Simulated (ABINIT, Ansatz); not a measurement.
# Sr2H6Os (Fm-3m): G0W0 with ABINIT, start to end, part 3 of 3

How does a plane-wave GW calculation on Sr2H6Os (Fm-3m) run from the first input to the gap?

ABINIT 10.8.3; PBEsol and many-body steps on it, plane waves. Known limits of the many-body steps: not at the basis limit; no spin polarisation; d states lean on the start; no spin-orbit coupling; coarse k mesh.

So far. Step 4 (Empty states on the mesh, 2×2×2 mesh, 81 bands): On this mesh the gap is 2.319 eV. Step 5 (Screening, 2×2×2 mesh, 75 bands, screening to 98 eV): Local fields lower ε∞ by 18 %. On a Γ-centred mesh this coarse the value itself is usually too large, while a short band sum pulls it down.

## (6) Self-energy, 2×2×2 mesh, 75 bands, screening to 98 eV

The self-energy is evaluated for the states that the input lists, and the levels follow from it, in one-shot runs by the linearised quasiparticle equation.

This step: G0W0 on PBEsol, plane waves, norm-conserving pseudopotentials.

run.abi

```
acell 3*1.0 Angstrom
rprim 
  0.000000000000 3.812277830000 3.812277830000
  3.812277830000 -0.000000000000 3.812277830000
  3.812277830000 3.812277830000 0.000000000000
ntypat 3
znucl 38 1 76
natom 9
typat 1 1 2 2 2 2 2 2 3
xred 
  0.750000000000 0.750000000000 0.750000000000
  0.250000000000 0.250000000000 0.250000000000
  0.773847590000 0.773847590000 0.226152410000
  0.226152410000 0.773847590000 0.226152410000
  0.773847590000 0.226152410000 0.226152410000
  0.226152410000 0.226152410000 0.773847590000
  0.773847590000 0.226152410000 0.773847590000
  0.226152410000 0.773847590000 0.773847590000
  0.000000000000 0.000000000000 0.000000000000
pp_dirpath "pseudos"
pseudos "Sr.upf, H.upf, Os.upf"
ecut 33
ngkpt 2 2 2
nshiftk 1
shiftk 0 0 0
kptopt 1
chksymbreak 0
istwfk *1
occopt 1
irdwfk 1
optdriver 4
nband 75
gwcalctyp 0
ecutsigx 33
symsigma 1
nkptgw 2
kptgw 
  0.0000000000 0.0000000000 0.0000000000
  0.5000000000 0.5000000000 0.0000000000
bdgw 
  19 24
  20 23
ecuteps 3.6
irdscr 1
ppmodel 1
indata_prefix "in"
outdata_prefix "out"
tmpdata_prefix "tmp"
```

Launch:

```bash
OMP_NUM_THREADS=1 mpirun -n 4 abinit run.abi > log
```

Numbers of over 12 decimals in the logs are rounded to 6 here.

The log of the run:

```text
.Version 10.8.3 of ABINIT. v10.8.2 released Aug 2026.

 Symmetries : space group Fm -3 m (#225); Bravais cF (face-center cubic)
[... echo of the input left out ...]
== DATASET  1 ==================================================================
-   mpi_nproc: 4, omp_nthreads: 1 (-1 if OMP is not activated)

--- !DatasetInfo
iteration_state: {dtset: 1, }
dimensions: {natom: 9, nkpt: 3, mband: 75, nsppol: 1, nspinor: 1, nspden: 1, mpw: 6855, }
cutoff_energies: {ecut:  33.0, pawecutdg:  -1.0, }
electrons: {nelect:   4.20000000E+01, charge:   0.00000000E+00, occopt:   1.00000000E+00, tsmear:   1.00000000E-02, }

 SIGMA: Calculation of the GW corrections

 Based on a program developped by R.W. Godby, V. Olevano, G. Onida, and L. Reining.
 Incorporated in ABINIT by V. Olevano, G.-M. Rignanese, and M. Torrent.
.Using double precision arithmetic ; gwpc =  8

[... cell and pseudopotentials left out ...]
--------------------------------------------------------------------------------

 ==== K-mesh for the wavefunctions ====
 Number of points in the irreducible wedge :     3
[... list of points left out ...]
 Together with 48 symmetry operations and time-reversal symmetry
 yields     8 points in the full Brillouin Zone.

 ==== Q-mesh for screening function ====
 Number of points in the irreducible wedge :     3
[... list of points left out ...]
 Together with 48 symmetry operations and time-reversal symmetry
 yields     8 points in the full Brillouin Zone.

 vcoul_init : cutoff-mode = AUXILIARY_FUNCTION
 q-points for optical limit:   1
     1)      0.000010    0.000020    0.000030
 setmesh: FFT mesh size selected  =    54x   54x   54
          total number of points  =       157464

 Number of electrons calculated from density =   42.0000; Expected =   42.0000
 average of density, n =  0.056165
 r_s =    1.6199
 omega_plasma =   22.8607 [eV]

 === KS Band Gaps ===
  >>>> For spin  1
   Minimum direct gap =   2.3825 [eV], located at k-point      :   0.5000  0.5000  0.0000
   Fundamental gap    =   2.3194 [eV], Top of valence bands at :   0.0000  0.0000  0.0000
                                       Bottom of conduction at :   0.5000  0.5000  0.0000
 SIGMA fundamental parameters:
 PLASMON POLE MODEL  1
 number of plane-waves for SigmaX                 6855
 number of plane-waves for SigmaC and W            259
 number of plane-waves for wavefunctions          6855
 number of bands                                    75
 number of independent spin polarizations            1
 number of spinorial components                      1
 number of k-points in IBZ                           3
 number of q-points in IBZ                           3
 number of symmetry operations                      48
 number of k-points in BZ                            8
 number of q-points in BZ                            8
 number of frequencies for dSigma/dE                 9
 frequency step for dSigma/dE [eV]                0.25
 number of omega for Sigma on real axis              0
 max omega for Sigma on real axis  [eV]           0.00
 zcut for avoiding poles [eV]                     0.10

 EPSILON^-1 parameters (SCR file):
 dimension of the eps^-1 matrix on file            259
 dimension of the eps^-1 matrix used               259
 number of plane-waves for wavefunctions          6855
 number of bands                                    75
 number of q-points in IBZ                           3
 number of frequencies                               2
 number of real frequencies                          1
 number of imag frequencies                          1

 matrix elements of self-energy operator (all in [eV])

 Perturbative Calculation

--- !SelfEnergy_ee
iteration_state: {dtset: 1, }
kpoint     : [   0.000,    0.000,    0.000, ]
spin       : 1
KS_gap     :    3.883
QP_gap     :    4.654
Delta_QP_KS:    0.771
data: !SigmaeeData |
     Band     E0 <VxcDFT>   SigX SigC(E0)      Z dSigC/dE  Sig(E)    E-E0       E
       19   5.036 -16.892 -19.628   3.317   0.803  -0.245 -16.425   0.466   5.503
       20   5.036 -16.892 -19.628   3.317   0.803  -0.245 -16.425   0.467   5.503
       21   5.036 -16.892 -19.628   3.317   0.803  -0.245 -16.425   0.466   5.503
       22   8.920  -8.754  -4.160  -3.143   0.853  -0.173  -7.517   1.237  10.157
       23   9.060 -12.841  -7.177  -3.329   0.830  -0.205 -10.903   1.937  10.998
       24   9.060 -12.841  -7.177  -3.329   0.830  -0.205 -10.903   1.937  10.998

--- !SelfEnergy_ee
iteration_state: {dtset: 1, }
kpoint     : [   0.500,    0.500,    0.000, ]
spin       : 1
KS_gap     :    2.382
QP_gap     :    3.482
Delta_QP_KS:    1.099
data: !SigmaeeData |
     Band     E0 <VxcDFT>   SigX SigC(E0)      Z dSigC/dE  Sig(E)    E-E0       E
       20   4.973 -16.775 -19.449   3.287   0.803  -0.246 -16.283   0.493   5.466
       21   4.973 -16.775 -19.449   3.287   0.803  -0.246 -16.283   0.493   5.466
       22   7.355 -12.473  -7.761  -2.810   0.837  -0.195 -10.881   1.592   8.948
       23   8.369  -9.944  -4.811  -3.274   0.842  -0.187  -8.378   1.566   9.935

== END DATASET(S) ==============================================================
================================================================================

 -outvars: echo values of variables after computation  --------
           etotal      0.0000000000E+00
            nband          75
             nkpt           3
          spgroup         225
 [... the other variables as echoed above ...]

 Calculation completed.
```

Wall time 5 s (4 MPI ranks of Intel Xeon 6975P-C (Granite Rapids), shared host); peak memory 0.96 GiB; 19 s of CPU time.

Numbers from this step:

| Property | Result |
| --- | --- |
| G0W0 gap on the points computed | 3.445 eV |
| starting gap on the mesh | 2.319 eV |
| k of the valence top | 0, 0, 0 |
| k of the conduction bottom | 0.5, 0.5, 0 |
| Z at the valence top | 0.803 |
| Z at the conduction bottom | 0.837 |
| least direct G0W0 gap on the computed points | 3.482 eV |

The gap on the mesh goes from 2.32 eV to 3.45 eV, a correction of +1.13 eV.

Limits: finite bands, cutoff and mesh; no spin polarisation; d states lean on the start; no spin-orbit coupling; coarse k mesh. v1 is the top filled band, c1 the lowest empty one. The levels before and after the correction (eV, zero at the valence-band top of each column):

```tsv
	conduction bottom	valence top
Kohn-Sham	2.32	0.00
G0W0	3.44	0.00
```

```tsv
	level	energy (eV)
Kohn-Sham	Γ v3-v1	0.000
Kohn-Sham	Γ c1	3.884
Kohn-Sham	Γ c2-c3	4.024
Kohn-Sham	(0.5 0.5 0) v2-v1	-0.063
Kohn-Sham	(0.5 0.5 0) c1	2.320
Kohn-Sham	(0.5 0.5 0) c2	3.333
G0W0	Γ v3-v1	0.000
G0W0	Γ c1	4.654
G0W0	Γ c2-c3	5.495
G0W0	(0.5 0.5 0) v2-v1	-0.037
G0W0	(0.5 0.5 0) c1	3.445
G0W0	(0.5 0.5 0) c2	4.432
```

## (7) Where the time went

Times are wall times on the hardware named with each run, good to a factor of about two.

```tsv
step	time	share	memory (GiB)
ground state	32 s	35 %	0.46
bands along the symmetry lines	27 s	29 %	0.41
empty states on the mesh	18 s	19 %	0.3
screening	9.3 s	10 %	1.1
self-energy	5 s	6 %	0.96
```

## (8) Outcome

```yaml
pbesol_gap: 2.32 eV, indirect
g0w0_gap_on_the_mesh: 3.45 eV
gw_settings: 2×2×2 mesh, 75 bands, screening to 98 eV, Godby-Needs plasmon pole
known_limits: not at the basis limit; no spin polarisation; d states lean on the start; no spin-orbit coupling; coarse k mesh
```

In words: G0W0 moves the gap on the mesh from 2.32 eV to 3.45 eV (+1.13 eV), with Z of 0.80 and 0.84 at the edges. Local fields lower the RPA ε∞ on this mesh from 5.32 to 4.34; a Γ-centred mesh this coarse tends to raise both, most where the direct gap is narrow, while a short band sum lowers them. Only 2 of the mesh's irreducible points were corrected, so a valley elsewhere could overtake. Bands and cutoff are finite, so the gap is not at the basis limit. The miss can reach some tenths of an eV and take either sign; the mesh is an error of its own. In the G0W0 run levels were corrected at 2 k points alone, so a gap called «on the mesh» is the least over those, and an edge elsewhere would be missed. The 2×2×2 mesh is coarse for this cell, which bears on the long-range parts of exchange and screening. The runs have no spin polarisation. For a closed low-spin shell that is the natural state; where a d or f shell is open it is a constraint, and the gap is then not the crystal's own. With d states at the gap, one-shot GW leans hard on its start. The many-body steps are scalar-relativistic: spin-orbit coupling is not in them.

[Paths, hosts, dates, memory and timing lines, banners, echoed tables and standing remarks are left out of the program output.]

[Logs are printed without paths, hosts, clocks, repeated set-up lines and the standing remarks that a program may print on its own settings, such as how far it seeks lower states.]

[Runs of the session that timed out or met a known fault of the program may be left out.]

[Hosts, paths, dates, database ids (printed as entryN), source tags and the programs' standing remarks are cut or masked in the printed files.]

[G0W0 gaps are taken among the corrected bands and points alone; a level outside them can change the order at an edge.]

[Where Ansatz stands beside ABINIT at settings called matched, ABINIT's density can come from a denser mesh and the files from another edition; pairs whose starting gaps differed by over 0.03 eV were left out, so agreement reads better than it is.]
